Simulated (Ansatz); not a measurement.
## TiSi2 (Cmcm): zone-centre modes under pressure

Wanted: Grüneisen parameters and pressure coefficients of the modes of TiSi2 (Cmcm).

Calculated with Ansatz 0.2.0; DFT LDA, scalar-relativistic, plane waves, PAW; PAW set soft_1.

**1. Starting point**

Symmetry: Cmcm, No. 63, orthorhombic system. Conventional cell: a = 3.530 Å, b = 13.519 Å, c = 3.565 Å, α = 90.00°, β = 90.00°, γ = 90.00°. Si has 2 Si at 2.38 Å and 6 Ti at 2.58 to 2.81 Å nearest. Si has 4 Si at 2.51 Å and 4 Ti at 2.66 to 2.67 Å nearest. Nearest to Ti lie 10 Si at 2.58 to 2.81 Å. Farther neighbours are not listed.

Structure file:

```cif
data_structure
_symmetry_space_group_name_H-M 'P 1'
_symmetry_Int_Tables_number 1
_cell_length_a 6.9859
_cell_length_b 6.9859
_cell_length_c 3.5652
_cell_angle_alpha 90.000
_cell_angle_beta 90.000
_cell_angle_gamma 150.729
_cell_volume 85.07
loop_
_atom_site_label
_atom_site_type_symbol
_atom_site_fract_x
_atom_site_fract_y
_atom_site_fract_z
_atom_site_occupancy
Si1 Si 0.55825 0.44175 0.75000 1
Si2 Si 0.44175 0.55825 0.25000 1
Si3 Si 0.24969 0.75031 0.75000 1
Si4 Si 0.75031 0.24969 0.25000 1
Ti5 Ti 0.89688 0.10312 0.75000 1
Ti6 Ti 0.10312 0.89688 0.25000 1
```

**2. Bringing the structure to rest**

Harmonic phonons are second derivatives at a point where the forces vanish, and they are wanted at zero stress, so atoms and cell are relaxed first.

The input, input.yaml:

```yaml
crystal:
  lattice:
    - [1.765105025, -6.759281535, 0.0]
    - [1.765105025, 6.759281535, 0.0]
    - [0.0, 0.0, 3.56517397]
  atoms:
    - { symbol: Si, position: [0.55825145, 0.44174855, 0.75] }
    - { symbol: Si, position: [0.44174855, 0.55825145, 0.25] }
    - { symbol: Si, position: [0.24968518, 0.75031482, 0.75] }
    - { symbol: Si, position: [0.75031482, 0.24968518, 0.25] }
    - { symbol: Ti, position: [0.89688192, 0.10311808, 0.75] }
    - { symbol: Ti, position: [0.10311808, 0.89688192, 0.25] }
kpoints:
  mp_grid: { grid: [10, 10, 10] }
hamiltonian:
  xc: lda
  pseudopotentials: { kind: paw, azcp: { folder: soft_1 }, xc_functional: pbe }
scf:
  occupations: { method: gaussian, width: 0.1 }
output:
  forces: true
  stress: true
  eigenvalues: true
relax:
  adjacent_minimum: "off"
  f_tol: 0.005
  max_steps: 80
  cell: { stress_tol: 0.05 }
```

Launch:

```console
ansatz run input.yaml --threads 4 --pin off --max-ram 16384MiB --backend cpu --events-out ev --progress --plain --runs-dir out
```

Numbers of over 12 decimals in the logs are rounded to 6 here.

The program printed:

```text
Engine: ansatz 0.2.0, x86_64-unknown-linux-gnu
Pseudopotentials: kind: paw
Pseudopotential: Si, paw, valence charge 4, recommended cutoff 420 eV (normal), soft_1/Si.paw.azcp
Pseudopotential: Ti, paw, valence charge 12, recommended cutoff 420 eV (normal), soft_1/Ti.paw.azcp
Functional definition: SPW92
  exchange = slater_x
  correlation = pw_c
Crystal: 6 atoms, lattice volume = 85.071 Å³
Basis set: ecut = 420 eV, 1669 PW (Γ)
Bands: 26, of which v1, the nominal top of the filled ones, is band 20 counted from 1 (19 counted from 0)
Symmetry: 8 space group operations
Space group: Cmcm (ITA 63), of the structure as read, at distance tolerance 4.4e-5 Å
k-points: 186 of 1000
Non-local potential: Si, projectors of the file, l = 0: 2, l = 1: 2, l = 2: 1
Non-local potential: Ti, projectors of the file, l = 0: 3, l = 1: 2, l = 2: 3, l = 3: 1
PAW form: soft (Blöchl's): semilocal exchange-correlation on the pseudo side does not see the compensation charge
PAW frozen core: Si, regenerated for the run's functional, and the local potential with it (the file was generated under x = pbe(κ = 0.804, μ = 0.219515), c = pbe(β = 0.066725))
PAW frozen core: Ti, regenerated for the run's functional, and the local potential with it (the file was generated under x = pbe(κ = 0.804, μ = 0.219515), c = pbe(β = 0.066725))
PAW one-centre angular grid: Si, 110 points (default); XC on 64 Gauss nodes
PAW one-centre angular grid: Ti, 590 points (default); XC on 64 Gauss nodes
Initial density: superposition of atomic densities (chi_scale 0.1, normalization cell, long waves kept (reshape's long-wave potential 0.03 eV rms))
Initial wavefunctions: pseudopotential atomic-orbital guess
Functional: x = slater, c = lda
SCF iter   1: F=—  HF=-7339.841897 eV  |F-HF|=—  |Δ(HF+E_count)|=         —  Δρ=3.51e-2  dr2=2.57e0  ethr=3.10e-3  ⟨swp⟩=6.2  Hψ=22822  notcnv=0
preconditioner: auto → Kerker (q_TF=auto, 2.406 Å⁻¹)  [metal: Δε(μ)=0.010 eV  Ē_g=6.289 eV  σ=0.100 eV  W_gap=0.06  n_scr=18 (ndim 8)  ℏωp=19.7 eV  f_vac=0.000  D(μ)=1.66/eV (n_scr^D=10)]
SCF iter   2: F=—  HF=-7339.475098 eV  |F-HF|=—  |Δ(HF+E_count)|=   3.67e-1  Δρ=2.16e-2  dr2=9.73e-1  ethr=3.10e-3  ⟨swp⟩=1.4  Hψ=6435  notcnv=0  defer=75
SCF iter   3: F=—  HF=-7339.240436 eV  |F-HF|=—  |Δ(HF+E_count)|=   2.35e-1  Δρ=2.92e-3  dr2=1.60e-2  ethr=2.43e-3  ⟨swp⟩=2.2  Hψ=7271  notcnv=0  defer=158
SCF iter   4: F=—  HF=-7339.237344 eV  |F-HF|=—  |Δ(HF+E_count)|=   3.09e-3  Δρ=1.13e-3  dr2=1.50e-3  ethr=4.00e-5  ⟨swp⟩=2.3  Hψ=7926  notcnv=0  defer=246
SCF iter   5: F=—  HF=-7339.237041 eV  |F-HF|=—  |Δ(HF+E_count)|=   3.04e-4  Δρ=2.45e-4  dr2=9.62e-5  ethr=3.75e-6  ⟨swp⟩=2.0  Hψ=5910  notcnv=0  defer=246
SCF iter   6: F=—  HF=-7339.237020 eV  |F-HF|=—  |Δ(HF+E_count)|=   2.01e-5  Δρ=5.10e-5  dr2=1.97e-6  ethr=2.40e-7  ⟨swp⟩=2.2  Hψ=6360  notcnv=0  defer=243
SCF iter   7: F=-7339.237020 eV  HF=-7339.237020 eV  |F-HF|=4.38e-8  |Δ(HF+E_count)|=   6.62e-7  Δρ=1.13e-5  dr2=5.99e-8  ethr=2.50e-10  ⟨swp⟩=8.6  Hψ=25004  notcnv=0
SCF 1 converged in 7 iterations: F = -7339.237020 eV  dr2 = 5.99e-8
  greatest PAW one-centre occupation: 0.998 electrons in one spin orbital (limit 2), on the Ti atom at site 5 (counted from 0), in its partial waves of l = 0
relax step   1: F+E_penalty+E_count = -7339.23701973 eV  Δ(F+E_penalty+E_count) = +0.000e0 eV  max|allowed force component| = 9.605e-2 eV/Å  Δτ_max = 0.0000 Å  P = -5.403 GPa  Ω = 85.071 Å³  (7 SCF iters, dr2 threshold 1.00e-7 eV, accepted)
Crystal: 6 atoms, lattice volume = 81.358 Å³
Basis set: ecut = 420 eV, 1593 PW (Γ)
Initial density: handed on by an earlier stage of this run
Initial wavefunctions: those handed on with the density
iter 1 solved again at ethr=1.01e-4 eV; its pass at ethr=3.10e-3 eV (dr2=4.05e-2 eV) is discarded
SCF iter   1: F=—  HF=-7339.303653 eV  |F-HF|=—  |Δ(HF+E_count)|=         —  Δρ=4.01e-3  dr2=4.05e-2  ethr=1.01e-4  ⟨swp⟩=1.0  Hψ=27413  notcnv=0
preconditioner: auto → Kerker (q_TF=auto, 2.424 Å⁻¹)  [metal: Δε(μ)=0.035 eV  Ē_g=6.584 eV  σ=0.100 eV  W_gap=0.19  n_scr=18 (ndim 8)  ℏωp=20.2 eV  f_vac=0.000  D(μ)=1.56/eV (n_scr^D=4)]
SCF iter   2: F=—  HF=-7339.299217 eV  |F-HF|=—  |Δ(HF+E_count)|=   4.44e-3  Δρ=2.02e-3  dr2=1.28e-2  ethr=1.01e-4  ⟨swp⟩=1.1  Hψ=4857  notcnv=0
SCF iter   3: F=—  HF=-7339.296733 eV  |F-HF|=—  |Δ(HF+E_count)|=   2.48e-3  Δρ=4.23e-4  dr2=6.38e-4  ethr=3.19e-5  ⟨swp⟩=2.2  Hψ=6047  notcnv=0
SCF iter   4: F=—  HF=-7339.296620 eV  |F-HF|=—  |Δ(HF+E_count)|=   1.13e-4  Δρ=1.45e-4  dr2=2.34e-5  ethr=1.59e-6  ⟨swp⟩=2.0  Hψ=6341  notcnv=0
SCF iter   5: F=—  HF=-7339.296616 eV  |F-HF|=—  |Δ(HF+E_count)|=   4.35e-6  Δρ=2.92e-5  dr2=1.07e-6  ethr=5.85e-8  ⟨swp⟩=2.1  Hψ=6528  notcnv=0
SCF iter   6: F=-7339.296616 eV  HF=-7339.296616 eV  |F-HF|=1.12e-8  |Δ(HF+E_count)|=   1.35e-7  Δρ=5.36e-6  dr2=1.96e-8  ethr=1.50e-9  ⟨swp⟩=6.2  Hψ=21420  notcnv=0
SCF 2 converged in 6 iterations: F = -7339.296616 eV  dr2 = 1.96e-8
relax step   2: F+E_penalty+E_count = -7339.29661556 eV  Δ(F+E_penalty+E_count) = -5.960e-2 eV  max|allowed force component| = 3.945e-2 eV/Å  Δτ_max = 0.0233 Å  P = +0.298 GPa  Ω = 81.358 Å³  energy of the carried Pulay correction = +4.521e-4 eV  (6 SCF iters, dr2 threshold 6.00e-7 eV, accepted)
Crystal: 6 atoms, lattice volume = 81.648 Å³
Basis set: ecut = 420 eV, 1589 PW (Γ)
iter 1 solved again at ethr=2.94e-6 eV; its pass at ethr=3.10e-3 eV (dr2=1.18e-3 eV) is discarded
SCF iter   1: F=—  HF=-7339.299161 eV  |F-HF|=—  |Δ(HF+E_count)|=         —  Δρ=1.01e-3  dr2=1.26e-3  ethr=2.94e-6  ⟨swp⟩=2.0  Hψ=24723  notcnv=0
preconditioner: auto → Kerker (q_TF=auto, 2.422 Å⁻¹)  [metal: Δε(μ)=0.042 eV  Ē_g=6.599 eV  σ=0.100 eV  W_gap=0.22  n_scr=18 (ndim 8)  ℏωp=20.1 eV  f_vac=0.000  D(μ)=1.51/eV (n_scr^D=4)]
SCF iter   2: F=—  HF=-7339.298921 eV  |F-HF|=—  |Δ(HF+E_count)|=   2.40e-4  Δρ=5.20e-4  dr2=3.47e-4  ethr=2.94e-6  ⟨swp⟩=1.3  Hψ=4899  notcnv=0
SCF iter   3: F=—  HF=-7339.298805 eV  |F-HF|=—  |Δ(HF+E_count)|=   1.16e-4  Δρ=1.21e-4  dr2=2.13e-5  ethr=8.66e-7  ⟨swp⟩=2.5  Hψ=6804  notcnv=0
SCF iter   4: F=—  HF=-7339.298799 eV  |F-HF|=—  |Δ(HF+E_count)|=   6.10e-6  Δρ=2.82e-5  dr2=7.11e-7  ethr=5.32e-8  ⟨swp⟩=2.0  Hψ=6378  notcnv=0
iter 5 did not close the SCF: its close was put off for the readings that it lacked (scf_convergence_deferred on its scf_iter line)
SCF iter   5: F=-7339.298799 eV  HF=-7339.298799 eV  |F-HF|=1.55e-8  |Δ(HF+E_count)|=   1.58e-7  Δρ=6.21e-6  dr2=3.21e-8  ethr=1.78e-9  ⟨swp⟩=2.3  Hψ=6994  notcnv=0
SCF iter   6: F=-7339.298799 eV  HF=-7339.298799 eV  |F-HF|=1.87e-9  |Δ(HF+E_count)|=   7.58e-9  Δρ=1.20e-6  dr2=2.24e-9  ethr=8.01e-11  ⟨swp⟩=1.6  Hψ=14025  notcnv=0
SCF 3 converged in 6 iterations: F = -7339.298799 eV  dr2 = 2.24e-9
relax step   3: F+E_penalty+E_count = -7339.29879907 eV  Δ(F+E_penalty+E_count) = -2.184e-3 eV  max|allowed force component| = 1.251e-2 eV/Å  Δτ_max = 0.0031 Å  P = -0.008 GPa  Ω = 81.648 Å³  energy of the carried Pulay correction = +4.162e-4 eV  (6 SCF iters, dr2 threshold 6.00e-7 eV, accepted)
[...]
relax step   4: F+E_penalty+E_count = -7339.29883906 eV  Δ(F+E_penalty+E_count) = -3.998e-5 eV  max|allowed force component| = 1.723e-3 eV/Å  Δτ_max = 0.0004 Å  P = -0.001 GPa  Ω = 81.633 Å³  energy of the carried Pulay correction = +4.181e-4 eV  (6 SCF iters, dr2 threshold 4.92e-8 eV, accepted)
Initial wavefunctions: pseudopotential atomic-orbital guess (no wavefunctions were taken with the density)
iter 1 solved again at ethr=2.20e-7 eV; its pass at ethr=3.10e-3 eV (dr2=8.79e-5 eV) is discarded
SCF iter   1: F=—  HF=-7339.298391 eV  |F-HF|=—  |Δ(HF+E_count)|=         —  Δρ=3.44e-5  dr2=9.71e-8  ethr=2.20e-7  ⟨swp⟩=3.0  Hψ=36385  notcnv=0
preconditioner: auto → Kerker (q_TF=auto, 2.422 Å⁻¹)  [metal: Δε(μ)=0.045 eV  Ē_g=6.596 eV  σ=0.100 eV  W_gap=0.24  n_scr=18 (ndim 8)  ℏωp=20.1 eV  f_vac=0.000  D(μ)=1.51/eV (n_scr^D=4)]
SCF iter   2: F=—  HF=-7339.298391 eV  |F-HF|=—  |Δ(HF+E_count)|=   4.67e-8  Δρ=1.81e-5  dr2=2.69e-8  ethr=2.43e-10  ⟨swp⟩=2.4  Hψ=7685  notcnv=0
SCF iter   3: F=—  HF=-7339.298391 eV  |F-HF|=—  |Δ(HF+E_count)|=   3.50e-8  Δρ=2.60e-7  dr2=9.92e-11  ethr=6.73e-11  ⟨swp⟩=1.1  Hψ=5141  notcnv=0
iter 4 did not close the SCF: its close was put off for the readings that it lacked (scf_convergence_deferred on its scf_iter line)
SCF iter   4: F=-7339.298391 eV  HF=-7339.298391 eV  |F-HF|=9.09e-12  |Δ(HF+E_count)|=    0.00e0  Δρ=8.93e-8  dr2=1.13e-11  ethr=1.00e-12  ⟨swp⟩=1.2  Hψ=5087  notcnv=0
iter 5 did not close the SCF: its close was put off for the readings that it lacked (scf_convergence_deferred on its scf_iter line)
SCF iter   5: F=-7339.298391 eV  HF=-7339.298391 eV  |F-HF|=9.09e-13  |Δ(HF+E_count)|=  9.09e-13  Δρ=1.24e-8  dr2=3.30e-13  ethr=1.00e-12  ⟨swp⟩=1.0  Hψ=4836  notcnv=0
iter 6 did not close the SCF: its close was put off for the readings that it lacked (scf_convergence_deferred on its scf_iter line)
SCF iter   6: F=-7339.298391 eV  HF=-7339.298391 eV  |F-HF|=0.00e0  |Δ(HF+E_count)|=  9.09e-13  Δρ=4.03e-9  dr2=2.89e-14  ethr=1.00e-12  ⟨swp⟩=1.0  Hψ=4836  notcnv=0
iter 7 did not close the SCF: its close was put off for the readings that it lacked (scf_convergence_deferred on its scf_iter line)
SCF iter   7: F=-7339.298391 eV  HF=-7339.298391 eV  |F-HF|=0.00e0  |Δ(HF+E_count)|=    0.00e0  Δρ=1.09e-9  dr2=1.15e-15  ethr=1.00e-12  ⟨swp⟩=1.0  Hψ=4836  notcnv=0
SCF iter   8: F=-7339.298391 eV  HF=-7339.298391 eV  |F-HF|=1.82e-12  |Δ(HF+E_count)|=  9.09e-13  Δρ=1.80e-10  dr2=3.15e-17  ethr=1.00e-12  ⟨swp⟩=1.0  Hψ=10418  notcnv=0
SCF 5 converged in 8 iterations: F = -7339.298391 eV  dr2 = 3.15e-17
relax step   5: F+E_penalty+E_count = -7339.29839136 eV  Δ(F+E_penalty+E_count) = +4.477e-4 eV  max|allowed force component| = 1.775e-3 eV/Å  Δτ_max = 0.0000 Å  P = +0.003 GPa  Ω = 81.633 Å³  stress off target by 4.28e-3 GPa  SCF on the basis re-selected at this cell (its energy is not comparable with the rows above)  (8 SCF iters)
basis re-selected at this cell: Δ(F+E_penalty+E_count) = +4.477e-4 eV, ΔP = +0.004 GPa vs the last step (what re-selecting the basis moved, of the pressure what is left beyond the Pulay correction that the steps carried, after the strain that the cell walked since its last selection, with what the two solves' SCF thresholds leave and, on support functions, any second-order correction that the steps lacked; it is no m [...]
SCF converged after 8 iterations
Free energy (F): -7339.298391 eV
Harris-Foulkes:  -7339.298391 eV  (|F-HF|=1.82e-12)
Internal energy: -7339.290863 eV  (E = F + TS)
E sigma→0 (E₀):  -7339.294627 eV
Entropy (-TS):   -0.007528 eV (-1.255 meV/atom)
Fermi energy:    13.277244 eV
--- Per-component energies (eV) ---
  E_band       = -205.021208
  E_kinetic    = 742.189373
  E_local      = -2147.805259  (includes V_loc(G=0)·N_el)
  E_nonlocal   = 226.409717
  E_hartree    = 913.927847
  E_xc         = -463.797621
  E_vxc        = -494.715934  (∫ρ·V_xc dr)
  E_paw        = -3928.626515  (= ΣΔE_a)
  E_vpaw       = -358.954767  (= ΣTr[D̂ρ^β])
  E_aug_tail   = -0.000032  (compensation charges beyond the density's cutoff)
  E_ewald      = -2682.577598
  E_core_change = 0.989225  (= ΣΔE_core)
  E_smearing   = -0.007528  (= −TS)
  E_closure    = 0.000000  (closes the sum)
  Σ components = -7339.298391   (vs F -7339.298391, Δ=0.00e0)
--- Forces (eV/Å), atoms counted from 1 ---
  atom   1  Si     0.00000000    -0.00118625     0.00000000
  atom   2  Si     0.00000000     0.00118625    -0.00000000
  atom   3  Si     0.00000000    -0.00108213    -0.00000000
  atom   4  Si     0.00000000     0.00108213     0.00000000
  atom   5  Ti     0.00000000    -0.00177514    -0.00000000
  atom   6  Ti     0.00000000     0.00177514     0.00000000
  max |Σ_I F_I| component: 0.00e0 eV/Å
--- Stress (GPa, compression-positive) ---
        0.004281       0.000000       0.000000
        0.000000       0.003303       0.000000
        0.000000       0.000000       0.000595
  P = ⅓ Tr σ = 0.0027 GPa (0.027 kbar)
--- Band table (eV; the first three rows and the last of 186) ---
  k-point 0: bands = [... 16 lower, 11.0481, 11.2399, 11.2732, 13.7342, 14.1188, 14.1612, 14.1900, 14.6768, ... 2 higher]
  k-point 1: bands = [... 16 lower, 11.1452, 11.2203, 11.6200, 13.4912, 13.8156, 14.0203, 14.5378, 15.0359, ... 2 higher]
  k-point 2: bands = [... 16 lower, 11.2351, 11.3915, 12.3660, 13.0588, 13.5534, 13.7563, 14.8680, 15.0280, ... 2 higher]
  k-point 185: bands = [... 16 lower, 11.1604, 11.1604, 12.3817, 12.3817, 13.8598, 13.8598, 14.9738, 14.9738, ... 2 higher]
--- Relaxed structure (4 steps of the walk, 4 accepted, 1 SCFs on fresh bases) ---
  F+E_penalty+E_count = -7339.29839136 eV   max|allowed force component| = 1.775e-3 eV/Å   (the final SCF, on the basis selected at the relaxed cell)
  cell:  # Å, volume = 81.6326 Å³
    - [1.743637, -6.630278, 0.0]
    - [1.743637, 6.630278, 0.0]
    - [0.0, 0.0, 3.530575]
  atoms:
    - { symbol: Si, position: [0.559772, 0.440228, 0.75] }
    - { symbol: Si, position: [0.440228, 0.559772, 0.250000] }
    - { symbol: Si, position: [0.249670, 0.750330, 0.75] }
    - { symbol: Si, position: [0.750330, 0.249670, 0.250000] }
    - { symbol: Ti, position: [0.897473, 0.102527, 0.75] }
    - { symbol: Ti, position: [0.102527, 0.897473, 0.250000] }
```

Wall time 27 s (4 threads of Intel Xeon Platinum 8259CL at 2.50GHz (Skylake/Cascade Lake), shared host); peak memory 0.7 GiB; 1.7 min of CPU time.

The steps of the relaxation:

```tsv
step	energy less that of the first step (eV)	largest force component (eV/Å)	pressure (GPa)	volume (Å³)
1	0.0000	0.0961	-5.40	85.07
2	-0.0596	0.0394	0.30	81.36
3	-0.0618	0.0125	-0.01	81.65
4	-0.0618	0.0017	0.00	81.63
5*	-0.0614	0.0018	0.00	81.63
```

Relaxation steps marked * repeat the geometry before them on a plane-wave basis chosen anew for their cell, so energy and pressure can jump there.

The run keeps the 8 symmetry operations that it works with, so distortions that break them were not tested.

```tsv
conventional cell, symmetrised	before	after	change
a (Å)	3.530	3.487	-1.2 %
b (Å)	13.519	13.261	-1.9 %
c (Å)	3.565	3.531	-1.0 %
volume (Å³/atom)	14.18	13.61	-4.0 %
```

The atoms that moved most (Å, as changes of fractional coordinates times the final cell):

```tsv
atom	dx	dy	dz	length
Si2	0.000	0.020	0.000	0.020
Si1	0.000	-0.020	0.000	0.020
Ti6	0.000	0.008	0.000	0.008
Ti5	0.000	-0.008	0.000	0.008
```

Final coordinates:

```cif
data_structure
_symmetry_space_group_name_H-M 'P 1'
_symmetry_Int_Tables_number 1
_cell_length_a 6.8557
_cell_length_b 6.8557
_cell_length_c 3.5306
_cell_angle_alpha 90.000
_cell_angle_beta 90.000
_cell_angle_gamma 150.532
_cell_volume 81.63
loop_
_atom_site_label
_atom_site_type_symbol
_atom_site_fract_x
_atom_site_fract_y
_atom_site_fract_z
_atom_site_occupancy
Si1 Si 0.55977 0.44023 0.75000 1
Si2 Si 0.44023 0.55977 0.25000 1
Si3 Si 0.24967 0.75033 0.75000 1
Si4 Si 0.75033 0.24967 0.25000 1
Ti5 Ti 0.89747 0.10253 0.75000 1
Ti6 Ti 0.10253 0.89747 0.25000 1
```

This step gave:

```yaml
pressure: 0.002726 GPa
volume_per_atom: 13.61 Å³
gap_on_the_k_mesh: 0 eV
```

In this step the volume went from 14.18 to 13.61 Å³/atom.

[end of part 1 of 3]

[Logs are printed without paths, hosts, clocks, repeated set-up lines and the standing remarks that a program may print on its own settings, such as how far it seeks lower states.]

[Hosts, paths, dates, database ids (printed as entryN), source tags and the programs' standing remarks are cut or masked in the printed files.]
